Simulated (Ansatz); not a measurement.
**A hypothetical structure for Na3MnAs2**

This structure for Na3MnAs2 is made up. Its elements were placed in a known structure type with a cell scaled to their sizes. What cell does the guess relax to, and how far off was it?

Main program and level: Ansatz 0.2.0; DFT, PBE, plane-wave PAW, files of the set soft_1, scalar-relativistic, ferromagnetic start, cell and ions relaxed at zero pressure; PAW set soft_1, in the first sound run; inputs show where later runs differ.

## Step 1: Set-up

Symmetry: P-4m2, No. 115, tetragonal system. Conventional cell: a = 4.780 Å, b = 4.780 Å, c = 6.724 Å, α = 90.00°, β = 90.00°, γ = 90.00°. Nearest to As lie 2 Mn at 2.85 Å and 6 Na at 2.85 to 3.00 Å. Nearest to Mn lie 4 As at 2.85 Å. Nearest to Na lie 4 As at 2.85 Å. Nearest to Na lie 4 As at 3.00 Å. Nearest to Na lie 4 As at 3.00 Å. Farther neighbours are not listed.

## Step 2: Relaxing cell and atoms

The guessed cell has no reason to be at equilibrium. It is relaxed with the atoms, within the space group of the guess.

Contents of input.yaml:

```yaml
crystal:
  lattice:
    - [4.78, 0.0, 0.0]
    - [0.0, 4.78, 0.0]
    - [0.0, 0.0, 6.724]
  atoms:
    - { symbol: As, position: [0.5, 0.0, 0.7313] }
    - { symbol: As, position: [0.0, 0.5, 0.2687] }
    - { symbol: Mn, position: [0.0, 0.0, 0.5], spin: 4.0 }
    - { symbol: Na, position: [0.5, 0.5, 0.5] }
    - { symbol: Na, position: [0.0, 0.0, 0.0] }
    - { symbol: Na, position: [0.5, 0.5, 0.0] }
magnetization:
  spin_polarized: true
kpoints:
  mp_grid: { grid: [6, 6, 4] }
scf:
  occupations: { method: fermi_dirac, width: 0.05 }
hamiltonian:
  xc: pbe
  pseudopotentials: { kind: paw, azcp: { folder: soft_1 } }
relax:
  f_tol: 0.015
  max_steps: 70
  cell: {}
output:
  forces: true
  stress: true
```

Run with:

```
$ ansatz run input.yaml --threads 4 --pin off --max-ram 10240MiB --backend cpu --events-out ev --progress --plain --runs-dir out
```

Numbers of over 12 decimals in the logs are rounded to 6 here.

Log:

```text
Engine: ansatz 0.2.0, aarch64-unknown-linux-gnu
Pseudopotentials: kind: paw
Pseudopotential: As, paw, valence charge 15, recommended cutoff 420 eV (normal), soft_1/As.paw.azcp
Pseudopotential: Mn, paw, valence charge 15, recommended cutoff 420 eV (normal), soft_1/Mn.paw.azcp
Pseudopotential: Na, paw, valence charge 9, recommended cutoff 420 eV (normal), soft_1/Na.paw.azcp
Functional definition: PBE
  parameter kappa = 0.804
  parameter beta = 0.066725
  exchange = pbe_x(kappa = kappa, mu = beta*pi^2/3)
  correlation = pbe_c(beta = beta)
Crystal: 6 atoms, lattice volume = 153.633 Å³
Basis set: ecut = 420 eV, 2983 PW (Γ), exchange–correlation on 64×64×90 points (8 copies of the dense FFT grid, shifted against one another)
Bands: 46, of which v1, the nominal top of the filled ones, is band 36 counted from 1 (35 counted from 0)
Symmetry: 8 space group operations
Space group: P-4m2 (ITA 115), of the structure as read, at distance tolerance 5.4e-5 Å
Magnetic group: BNS 115.283 (UNI 943), of the structure as read, at distance tolerance 5.4e-5 Å
k-points: 30 of 144 (time reversal used)
Non-local potential: As, projectors of the file, l = 0: 2, l = 1: 2, l = 2: 3, l = 3: 1
Non-local potential: Mn, projectors of the file, l = 0: 3, l = 1: 2, l = 2: 3, l = 3: 1
Non-local potential: Na, projectors of the file, l = 0: 3, l = 1: 2, l = 2: 1
PAW form: soft (Blöchl's): semilocal exchange-correlation on the pseudo side does not see the compensation charge
PAW one-centre angular grid: As, 590 points (default); XC on 64 Gauss nodes
PAW one-centre angular grid: Mn, 590 points (default); XC on 64 Gauss nodes
PAW one-centre angular grid: Na, 110 points (default); XC on 64 Gauss nodes
Initial density: superposition of atomic densities (chi_scale 0.1, normalization cell, long waves kept (reshape's long-wave potential 0.04 eV rms))
Starting moments: Σ|m| = 4 μB on 1 of 6 sites
Initial wavefunctions: pseudopotential atomic-orbital guess
Functional: x = pbe(κ = 0.804, μ = 0.219515), c = pbe(β = 0.066725)
SCF iter   1: F=—  HF=-18072.222392 eV  |F-HF|=—  |Δ(HF+E_count)|=         —  Δρ=3.94e-2 (↑3.94e-2 ↓2.32e-2)  dr2=4.75e0  dr2_m=2.65e-1  M=4.001 μB ∫|m|=4.631 μB  β_m=0.30  ethr=3.10e-3  ⟨swp⟩=5.9  Hψ=9416  notcnv=0  defer=8
Mixer restart at iter 1: flushing history
preconditioner: auto → Kerker (q_TF=auto, 2.405 Å⁻¹)  [metal: Δε(μ)=0.032 eV  Ē_g=6.694 eV  σ=0.050 eV  W_gap=0.16  n_scr=36 (ndim 8)  ℏωp=13.4 eV  f_vac=0.028  D(μ)=2.14/eV (n_scr^D=6)]
spin=Collinear: Kerker preconditioning applied to the charge; magnetization (m = ρ↑ − ρ↓) channel mixes plain (no charge-response kernel on spin).
SCF iter   2: F=—  HF=-18071.807981 eV  |F-HF|=—  |Δ(HF+E_count)|=   4.14e-1  Δρ=2.15e-2 (↑2.15e-2 ↓1.54e-2)  dr2=1.69e0  dr2_m=1.08e-1  M=4.000 μB ∫|m|=4.740 μB  β_m=0.47  ethr=3.10e-3  ⟨swp⟩=2.8  Hψ=4738  notcnv=0  defer=149
SCF iter   3: F=—  HF=-18071.452294 eV  |F-HF|=—  |Δ(HF+E_count)|=   3.56e-1  Δρ=9.09e-3 (↑9.09e-3 ↓6.30e-3)  dr2=3.23e-1  dr2_m=2.86e-2  M=4.000 μB ∫|m|=4.914 μB  β_m=0.57  ethr=2.35e-3  ⟨swp⟩=3.1  Hψ=4430  notcnv=0  defer=150
SCF iter   4: F=—  HF=-18071.393302 eV  |F-HF|=—  |Δ(HF+E_count)|=   5.90e-2  Δρ=3.22e-3 (↑2.13e-3 ↓3.22e-3)  dr2=8.12e-2  dr2_m=1.20e-3  M=4.000 μB ∫|m|=5.065 μB  β_m=0.72  ethr=4.49e-4  ⟨swp⟩=3.3  Hψ=5035  notcnv=0  defer=146
SCF iter   5: F=—  HF=-18071.397561 eV  |F-HF|=—  |Δ(HF+E_count)|=         —  Δρ=1.73e-3 (↑1.08e-3 ↓1.73e-3)  dr2=3.09e-2  dr2_m=4.75e-4  M=4.000 μB ∫|m|=5.143 μB  β_m=0.72  ethr=1.13e-4  ⟨swp⟩=2.2  Hψ=3590  notcnv=0  defer=146
Mixer restart at iter 5: flushing history
SCF iter   6: F=—  HF=-18071.395061 eV  |F-HF|=—  |Δ(HF+E_count)|=   2.50e-3  Δρ=1.09e-3 (↑1.09e-3 ↓7.82e-4)  dr2=1.07e-2  dr2_m=2.16e-4  M=4.000 μB ∫|m|=5.150 μB  β_m=0.83  ethr=4.30e-5  ⟨swp⟩=2.0  Hψ=4942  notcnv=0  defer=146
SCF iter   7: F=—  HF=-18071.396474 eV  |F-HF|=—  |Δ(HF+E_count)|=   1.41e-3  Δρ=8.17e-4 (↑8.17e-4 ↓5.15e-4)  dr2=5.32e-3  dr2_m=1.27e-4  M=4.000 μB ∫|m|=5.150 μB  β_m=0.83  ethr=1.48e-5  ⟨swp⟩=2.0  Hψ=5100  notcnv=0  defer=146
SCF iter   8: F=—  HF=-18071.397191 eV  |F-HF|=—  |Δ(HF+E_count)|=   7.17e-4  Δρ=4.97e-4 (↑3.50e-4 ↓4.97e-4)  dr2=1.99e-3  dr2_m=1.30e-5  M=4.000 μB ∫|m|=5.148 μB  β_m=0.91  ethr=7.39e-6  ⟨swp⟩=2.0  Hψ=4235  notcnv=0  defer=144
SCF iter   9: F=—  HF=-18071.397826 eV  |F-HF|=—  |Δ(HF+E_count)|=   6.35e-4  Δρ=5.68e-4 (↑5.68e-4 ↓2.69e-4)  dr2=7.47e-4  dr2_m=3.72e-5  M=4.000 μB ∫|m|=5.148 μB  β_m=0.72  ethr=2.77e-6  ⟨swp⟩=2.0  Hψ=5184  notcnv=0  defer=143
SCF iter  10: F=—  HF=-18071.397672 eV  |F-HF|=—  |Δ(HF+E_count)|=   1.54e-4  Δρ=2.10e-4 (↑1.22e-4 ↓2.10e-4)  dr2=1.55e-4  dr2_m=4.20e-6  M=4.000 μB ∫|m|=5.149 μB  β_m=0.86  ethr=1.04e-6  ⟨swp⟩=2.0  Hψ=4869  notcnv=0  defer=143
SCF iter  11: F=—  HF=-18071.397840 eV  |F-HF|=—  |Δ(HF+E_count)|=   1.68e-4  Δρ=3.68e-5 (↑3.68e-5 ↓3.50e-5)  dr2=1.45e-5  dr2_m=1.17e-7  M=4.000 μB ∫|m|=5.152 μB  β_m=0.93  ethr=2.16e-7  ⟨swp⟩=2.0  Hψ=4921  notcnv=0  defer=144
SCF iter  12: F=—  HF=-18071.397977 eV  |F-HF|=—  |Δ(HF+E_count)|=   1.37e-4  Δρ=2.18e-5 (↑2.18e-5 ↓2.11e-5)  dr2=3.90e-6  dr2_m=1.97e-8  M=4.000 μB ∫|m|=5.152 μB  β_m=0.97  ethr=2.01e-8  ⟨swp⟩=2.0  Hψ=4503  notcnv=0  defer=144
SCF iter  13: F=—  HF=-18071.397978 eV  |F-HF|=—  |Δ(HF+E_count)|=   1.81e-6  Δρ=4.71e-6 (↑4.71e-6 ↓4.62e-6)  dr2=2.00e-7  dr2_m=3.97e-9  M=4.000 μB ∫|m|=5.151 μB  β_m=0.96  ethr=5.41e-9  ⟨swp⟩=2.1  Hψ=3470  notcnv=0  defer=144
SCF iter  14: F=-18071.397978 eV  HF=-18071.397978 eV  |F-HF|=7.10e-9  |Δ(HF+E_count)|=   3.84e-8  Δρ=1.53e-6 (↑1.53e-6 ↓1.43e-6)  dr2=3.57e-8  dr2_m=1.49e-10  M=4.000 μB ∫|m|=5.151 μB  ethr=1.39e-10  ⟨swp⟩=2.3  Hψ=9761  notcnv=0
SCF 1 converged in 14 iterations: F = -18071.397978 eV  dr2 = 3.57e-8
  greatest PAW one-centre occupation: 1.000 electrons in one spin orbital (limit 2), on the Mn atom at site 2 (counted from 0), in its partial waves of l = 0
relax step   1: F+E_penalty+E_count = -18071.39797840 eV  Δ(F+E_penalty+E_count) = +0.000e0 eV  max|allowed force component| = 7.120e-1 eV/Å  Δτ_max = 0.0000 Å  P = -1.926 GPa  Ω = 153.633 Å³  (14 SCF iters, dr2 threshold 1.00e-7 eV, accepted)
Crystal: 6 atoms, lattice volume = 146.133 Å³
Basis set: ecut = 420 eV, 2863 PW (Γ), exchange–correlation on 64×64×90 points (8 copies of the dense FFT grid, shifted against one another)
Initial density: handed on by an earlier stage of this run
Starting moments: Σ|m| = 4 μB on 1 of 6 sites; this step starts from the density that it was given
Initial wavefunctions: those handed on with the density
[...]
SCF iter   4: F=—  HF=-18071.572300 eV  |F-HF|=—  |Δ(HF+E_count)|=   1.75e-5  Δρ=4.06e-5 (↑4.06e-5 ↓3.90e-5)  dr2=1.12e-5  dr2_m=2.71e-7  M=4.000 μB ∫|m|=4.846 μB  β_m=0.81  ethr=3.24e-8  ⟨swp⟩=2.0  Hψ=3226  notcnv=0
SCF iter   5: F=—  HF=-18071.572307 eV  |F-HF|=—  |Δ(HF+E_count)|=   6.32e-6  Δρ=1.24e-5 (↑1.24e-5 ↓9.30e-6)  dr2=8.00e-7  dr2_m=4.45e-8  M=4.000 μB ∫|m|=4.847 μB  β_m=0.86  ethr=1.56e-8  ⟨swp⟩=2.0  Hψ=3363  notcnv=0
SCF iter   6: F=—  HF=-18071.572307 eV  |F-HF|=—  |Δ(HF+E_count)|=   5.66e-7  Δρ=7.89e-6 (↑5.46e-6 ↓7.89e-6)  dr2=4.05e-7  dr2_m=4.37e-9  M=4.000 μB ∫|m|=4.847 μB  β_m=0.82  ethr=1.11e-9  ⟨swp⟩=2.0  Hψ=4503  notcnv=0
SCF iter   7: F=-18071.572307 eV  HF=-18071.572307 eV  |F-HF|=1.95e-7  |Δ(HF+E_count)|=   6.66e-8  Δρ=6.61e-6 (↑4.28e-6 ↓6.61e-6)  dr2=2.61e-7  dr2_m=2.25e-9  M=4.000 μB ∫|m|=4.847 μB  ethr=4.04e-10  ⟨swp⟩=3.1  Hψ=7334  notcnv=0
SCF 3 converged in 7 iterations: F = -18071.572307 eV  dr2 = 2.61e-7
relax step   3: F+E_penalty+E_count = -18071.57230710 eV  Δ(F+E_penalty+E_count) = -2.709e-3 eV  max|allowed force component| = 1.616e-2 eV/Å  Δτ_max = 0.0125 Å  P = -0.038 GPa  Ω = 144.787 Å³  energy of the carried Pulay correction = +1.348e-3 eV  (7 SCF iters, dr2 threshold 2.91e-7 eV, accepted)
[...]
relax step   4: F+E_penalty+E_count = -18071.57244339 eV  Δ(F+E_penalty+E_count) = -1.363e-4 eV  max|allowed force component| = 1.653e-3 eV/Å  Δτ_max = 0.0044 Å  P = -0.000 GPa  Ω = 144.562 Å³  energy of the carried Pulay correction = +1.384e-3 eV  (8 SCF iters, dr2 threshold 1.63e-8 eV, accepted)
Initial wavefunctions: pseudopotential atomic-orbital guess (no wavefunctions were taken with the density)
iter 1 solved again at ethr=6.72e-8 eV; its pass at ethr=3.10e-3 eV (dr2=4.84e-5 eV) is discarded
SCF iter   1: F=—  HF=-18071.571054 eV  |F-HF|=—  |Δ(HF+E_count)|=         —  Δρ=3.39e-5 (↑3.17e-5 ↓3.39e-5)  dr2=1.98e-6  dr2_m=3.95e-8  M=4.000 μB ∫|m|=4.849 μB  β_m=0.65  ethr=6.72e-8  ⟨swp⟩=4.0  Hψ=17933  notcnv=0
preconditioner: auto → Kerker (q_TF=auto, 1.748 Å⁻¹)  [metal: Δε(μ)=0.025 eV  Ē_g=7.321 eV  σ=0.050 eV  W_gap=0.12  n_scr=14 (ndim 8)  ℏωp=13.8 eV  f_vac=0.111  D(μ)=2.01/eV (n_scr^D=6)]
spin=Collinear: Kerker preconditioning applied to the charge; magnetization (m = ρ↑ − ρ↓) channel mixes plain (no charge-response kernel on spin).
SCF iter   2: F=—  HF=-18071.571058 eV  |F-HF|=—  |Δ(HF+E_count)|=   3.46e-6  Δρ=1.30e-5 (↑1.24e-5 ↓1.30e-5)  dr2=3.55e-7  dr2_m=5.57e-9  M=4.000 μB ∫|m|=4.849 μB  β_m=0.59  ethr=2.76e-9  ⟨swp⟩=2.0  Hψ=4568  notcnv=0
SCF iter   3: F=—  HF=-18071.571058 eV  |F-HF|=—  |Δ(HF+E_count)|=   7.49e-7  Δρ=3.84e-6 (↑3.84e-6 ↓3.48e-6)  dr2=3.03e-8  dr2_m=3.30e-10  M=4.000 μB ∫|m|=4.848 μB  β_m=0.56  ethr=4.92e-10  ⟨swp⟩=2.8  Hψ=4298  notcnv=0
SCF iter   4: F=—  HF=-18071.571059 eV  |F-HF|=—  |Δ(HF+E_count)|=   1.50e-7  Δρ=3.01e-6 (↑1.59e-6 ↓3.01e-6)  dr2=1.86e-8  dr2_m=2.17e-9  M=4.000 μB ∫|m|=4.848 μB  β_m=0.78  ethr=4.20e-11  ⟨swp⟩=2.0  Hψ=4904  notcnv=0
SCF iter   5: F=—  HF=-18071.571059 eV  |F-HF|=—  |Δ(HF+E_count)|=   1.26e-7  Δρ=2.86e-6 (↑7.93e-7 ↓2.86e-6)  dr2=2.41e-8  dr2_m=2.44e-9  M=4.000 μB ∫|m|=4.848 μB  β_m=0.89  ethr=2.59e-11  ⟨swp⟩=2.0  Hψ=4043  notcnv=0
SCF iter   6: F=—  HF=-18071.571059 eV  |F-HF|=—  |Δ(HF+E_count)|=   6.94e-8  Δρ=3.34e-6 (↑3.34e-6 ↓6.54e-7)  dr2=1.11e-8  dr2_m=3.22e-9  M=4.000 μB ∫|m|=4.848 μB  β_m=0.79  ethr=2.59e-11  ⟨swp⟩=2.5  Hψ=5112  notcnv=0
SCF iter   7: F=—  HF=-18071.571059 eV  |F-HF|=—  |Δ(HF+E_count)|=   2.25e-9  Δρ=2.44e-7 (↑2.44e-7 ↓1.94e-7)  dr2=2.41e-10  dr2_m=7.55e-12  M=4.000 μB ∫|m|=4.848 μB  β_m=0.74  ethr=1.54e-11  ⟨swp⟩=2.0  Hψ=4917  notcnv=0
SCF iter   8: F=—  HF=-18071.571059 eV  |F-HF|=—  |Δ(HF+E_count)|=  7.13e-10  Δρ=8.56e-8 (↑8.56e-8 ↓7.10e-8)  dr2=7.52e-11  dr2_m=1.22e-12  M=4.000 μB ∫|m|=4.848 μB  β_m=0.87  ethr=1.00e-12  ⟨swp⟩=2.6  Hψ=5258  notcnv=0
SCF iter   9: F=—  HF=-18071.571059 eV  |F-HF|=—  |Δ(HF+E_count)|=  7.28e-12  Δρ=2.20e-8 (↑2.20e-8 ↓2.15e-8)  dr2=6.13e-12  dr2_m=5.99e-14  M=4.000 μB ∫|m|=4.848 μB  β_m=0.93  ethr=1.00e-12  ⟨swp⟩=1.0  Hψ=2760  notcnv=0
SCF iter  10: F=-18071.571059 eV  HF=-18071.571059 eV  |F-HF|=2.91e-11  |Δ(HF+E_count)|=  1.46e-11  Δρ=4.26e-8 (↑2.95e-8 ↓4.26e-8)  dr2=1.12e-11  dr2_m=6.88e-14  M=4.000 μB ∫|m|=4.848 μB  ethr=1.00e-12  ⟨swp⟩=2.1  Hψ=7930  notcnv=0
SCF 5 converged in 10 iterations: F = -18071.571059 eV  dr2 = 1.12e-11
relax step   5: F+E_penalty+E_count = -18071.57105876 eV  Δ(F+E_penalty+E_count) = +1.385e-3 eV  max|allowed force component| = 1.404e-3 eV/Å  Δτ_max = 0.0000 Å  P = -0.001 GPa  Ω = 144.562 Å³  stress off target by 5.74e-3 GPa  SCF on the basis re-selected at this cell (its energy is not comparable with the rows above)  (10 SCF iters)
basis re-selected at this cell: Δ(F+E_penalty+E_count) = +1.385e-3 eV, ΔP = -0.001 GPa vs the last step (what re-selecting the basis moved, of the pressure what is left beyond the Pulay correction that the steps carried, after the strain that the cell walked since its last selection, with what the two solves' SCF thresholds leave and, on support functions, any second-order correction that the steps lacked; it is no m [...]
SCF converged after 10 iterations
Magnetization: 4.0000 μB (38.0000 up, 34.0000 down)
Absolute magnetization: 4.8467 μB (∫|ρ↑−ρ↓|, with the PAW one-centre terms)
Spin contamination: 0.4407 ħ² per cell (⟨S²⟩ above its minimum at these occupations)
Per-site moments (μB) at R_I (Å): [(-0.137415, 1.120453), (-0.137415, 1.120453), (4.028289, 1.120453), (-0.00646453, 1.120453), (0.00736137, 1.248664), (0.011149, 1.248664)]
Free energy (F): -18071.571059 eV
Harris-Foulkes:  -18071.571059 eV  (|F-HF|=2.91e-11)
Internal energy: -18071.553823 eV  (E = F + TS)
E sigma→0 (E₀):  -18071.562441 eV
Entropy (-TS):   -0.017236 eV (-2.873 meV/atom)
Fermi energy:    5.061261 eV
--- Per-component energies (eV) ---
  E_band       = -1569.795600
  E_kinetic    = 847.522189
  E_local      = -11988.667435  (includes V_loc(G=0)·N_el)
  E_nonlocal   = 513.108810
  E_hartree    = 5179.505653
  E_xc         = -358.151025
  E_vxc        = -425.883717  (∫ρ·V_xc dr)
  E_paw        = -6237.456750  (= ΣΔE_a)
  E_vpaw       = -874.886740  (= ΣTr[D̂ρ^β])
  E_aug_tail   = 0.000147  (compensation charges beyond the density's cutoff)
  E_ewald      = -6027.415411
  E_smearing   = -0.017236  (= −TS)
  E_closure    = 0.000000  (closes the sum)
  Σ components = -18071.571059   (vs F -18071.571059, Δ=0.00e0)
--- Forces (eV/Å), atoms counted from 1 ---
  atom   1  As     0.00000000     0.00000000    -0.00140371
  atom   2  As     0.00000000    -0.00000000     0.00140371
  atom   3  Mn    -0.00000000     0.00000000     0.00000000
  atom   4  Na     0.00000000    -0.00000000    -0.00000000
  atom   5  Na     0.00000000    -0.00000000    -0.00000000
  atom   6  Na    -0.00000000     0.00000000     0.00000000
  max |Σ_I F_I| component: 2.70e-17 eV/Å
--- Stress (GPa, compression-positive) ---
       -0.003927       0.000000      -0.000000
        0.000000      -0.003927       0.000000
       -0.000000       0.000000       0.005738
  P = ⅓ Tr σ = -0.0007 GPa (-0.007 kbar)
--- Relaxed structure (4 steps of the walk, 4 accepted, 1 SCFs on fresh bases) ---
  F+E_penalty+E_count = -18071.57105876 eV   max|allowed force component| = 1.404e-3 eV/Å   (the final SCF, on the basis selected at the relaxed cell)
  cell:  # Å, volume = 144.5621 Å³
    - [4.658278, 0, 0]
    - [0, 4.658278, 0.0]
    - [0, 0.0, 6.661985]
  atoms:
    - { symbol: As, position: [0.500000, 0, 0.709779] }
    - { symbol: As, position: [0, 0.500000, 0.290221] }
    - { symbol: Mn, position: [0, 0, 0.5] }
    - { symbol: Na, position: [0.500000, 0.500000, 0.5] }
    - { symbol: Na, position: [0, 0, -6.879728241034333e-19] }
    - { symbol: Na, position: [0.500000, 0.500000, -6.879728241034333e-19] }
```

Elapsed: 56 s, on 4 threads of Arm Neoverse V1, shared host; peak memory 0.64 GiB; 3.6 min of CPU time.

Relaxation path:

```csv
step,energy less that of the first step (eV),largest force component (eV/Å),pressure (GPa),volume (Å³)
1,0.0000,0.7120,-1.93,153.63
2,-0.1716,0.0568,-0.30,146.13
3,-0.1743,0.0162,-0.04,144.79
4,-0.1745,0.0017,0.00,144.56
5*,-0.1731,0.0014,0.00,144.56
```

Relaxation steps marked * repeat the geometry before them on a plane-wave basis chosen anew for their cell, so energy and pressure can jump there.

Forces are held to the 8 operations that the run works with; a distortion that breaks them can't arise in this run.

```csv
"conventional cell, symmetrised",before,after,change
a (Å),4.780,4.658,-2.5 %
b (Å),4.780,4.658,-2.5 %
c (Å),6.724,6.662,-0.9 %
volume (Å³/atom),25.61,24.09,-5.9 %
```

The atoms that moved most (Å, as changes of fractional coordinates times the final cell):

```csv
atom,dx,dy,dz,length
As2,0.000,0.000,0.143,0.143
As1,0.000,0.000,-0.143,0.143
```

The relaxed structure:

```xyz
6
Lattice="4.6583 0.0000 0.0000 0.0000 4.6583 0.0000 0.0000 0.0000 6.6620" Properties=species:S:1:pos:R:3 pbc="T T T"
As    2.3291    0.0000    4.7285
As    0.0000    2.3291    1.9334
Mn    0.0000    0.0000    3.3310
Na    2.3291    2.3291    3.3310
Na    0.0000    0.0000    0.0000
Na    2.3291    2.3291    0.0000
```

Numbers from this step:

```
free energy             : -18071.5711 eV
energy at zero smearing : -18071.5624 eV
smearing term TS        : 0.01724 eV
Fermi energy            : 5.061 eV
magnetization           : 4.000 μB
absolute magnetization  : 4.847 μB
site moments            : -0.1374, -0.1374, 4.028, -0.006465, 0.007361, 0.01115 μB
electrons               : 72
symmetry operations     : 8
pressure                : -7.05e-4 GPa
```

Site moment by atom:

```csv
atom,site moment (μB)
As1,-0.14
As2,-0.14
Mn3,4.03
Na4,-0.01
Na5,0.01
Na6,0.01
```

Shortest distances by pair of elements, guess and relaxed (not always the same contact):

```csv
pair,guess (Å),relaxed (Å)
As–Mn,2.851,2.716
As–Na,2.851,2.716
Mn–Na,3.362,3.294
Na–Na,3.362,3.294
As–As,4.593,4.320
```

The relaxation ends with a largest force component of 0.0014 eV/Å and a pressure of 0.00 GPa.

(Part 1 of 2 ends here.)

[Logs are printed without paths, hosts, clocks, repeated set-up lines and the standing remarks that a program may print on its own settings, such as how far it seeks lower states.]

[Hosts, paths, dates, database ids (printed as entryN), source tags and the programs' standing remarks are cut or masked in the printed files.]
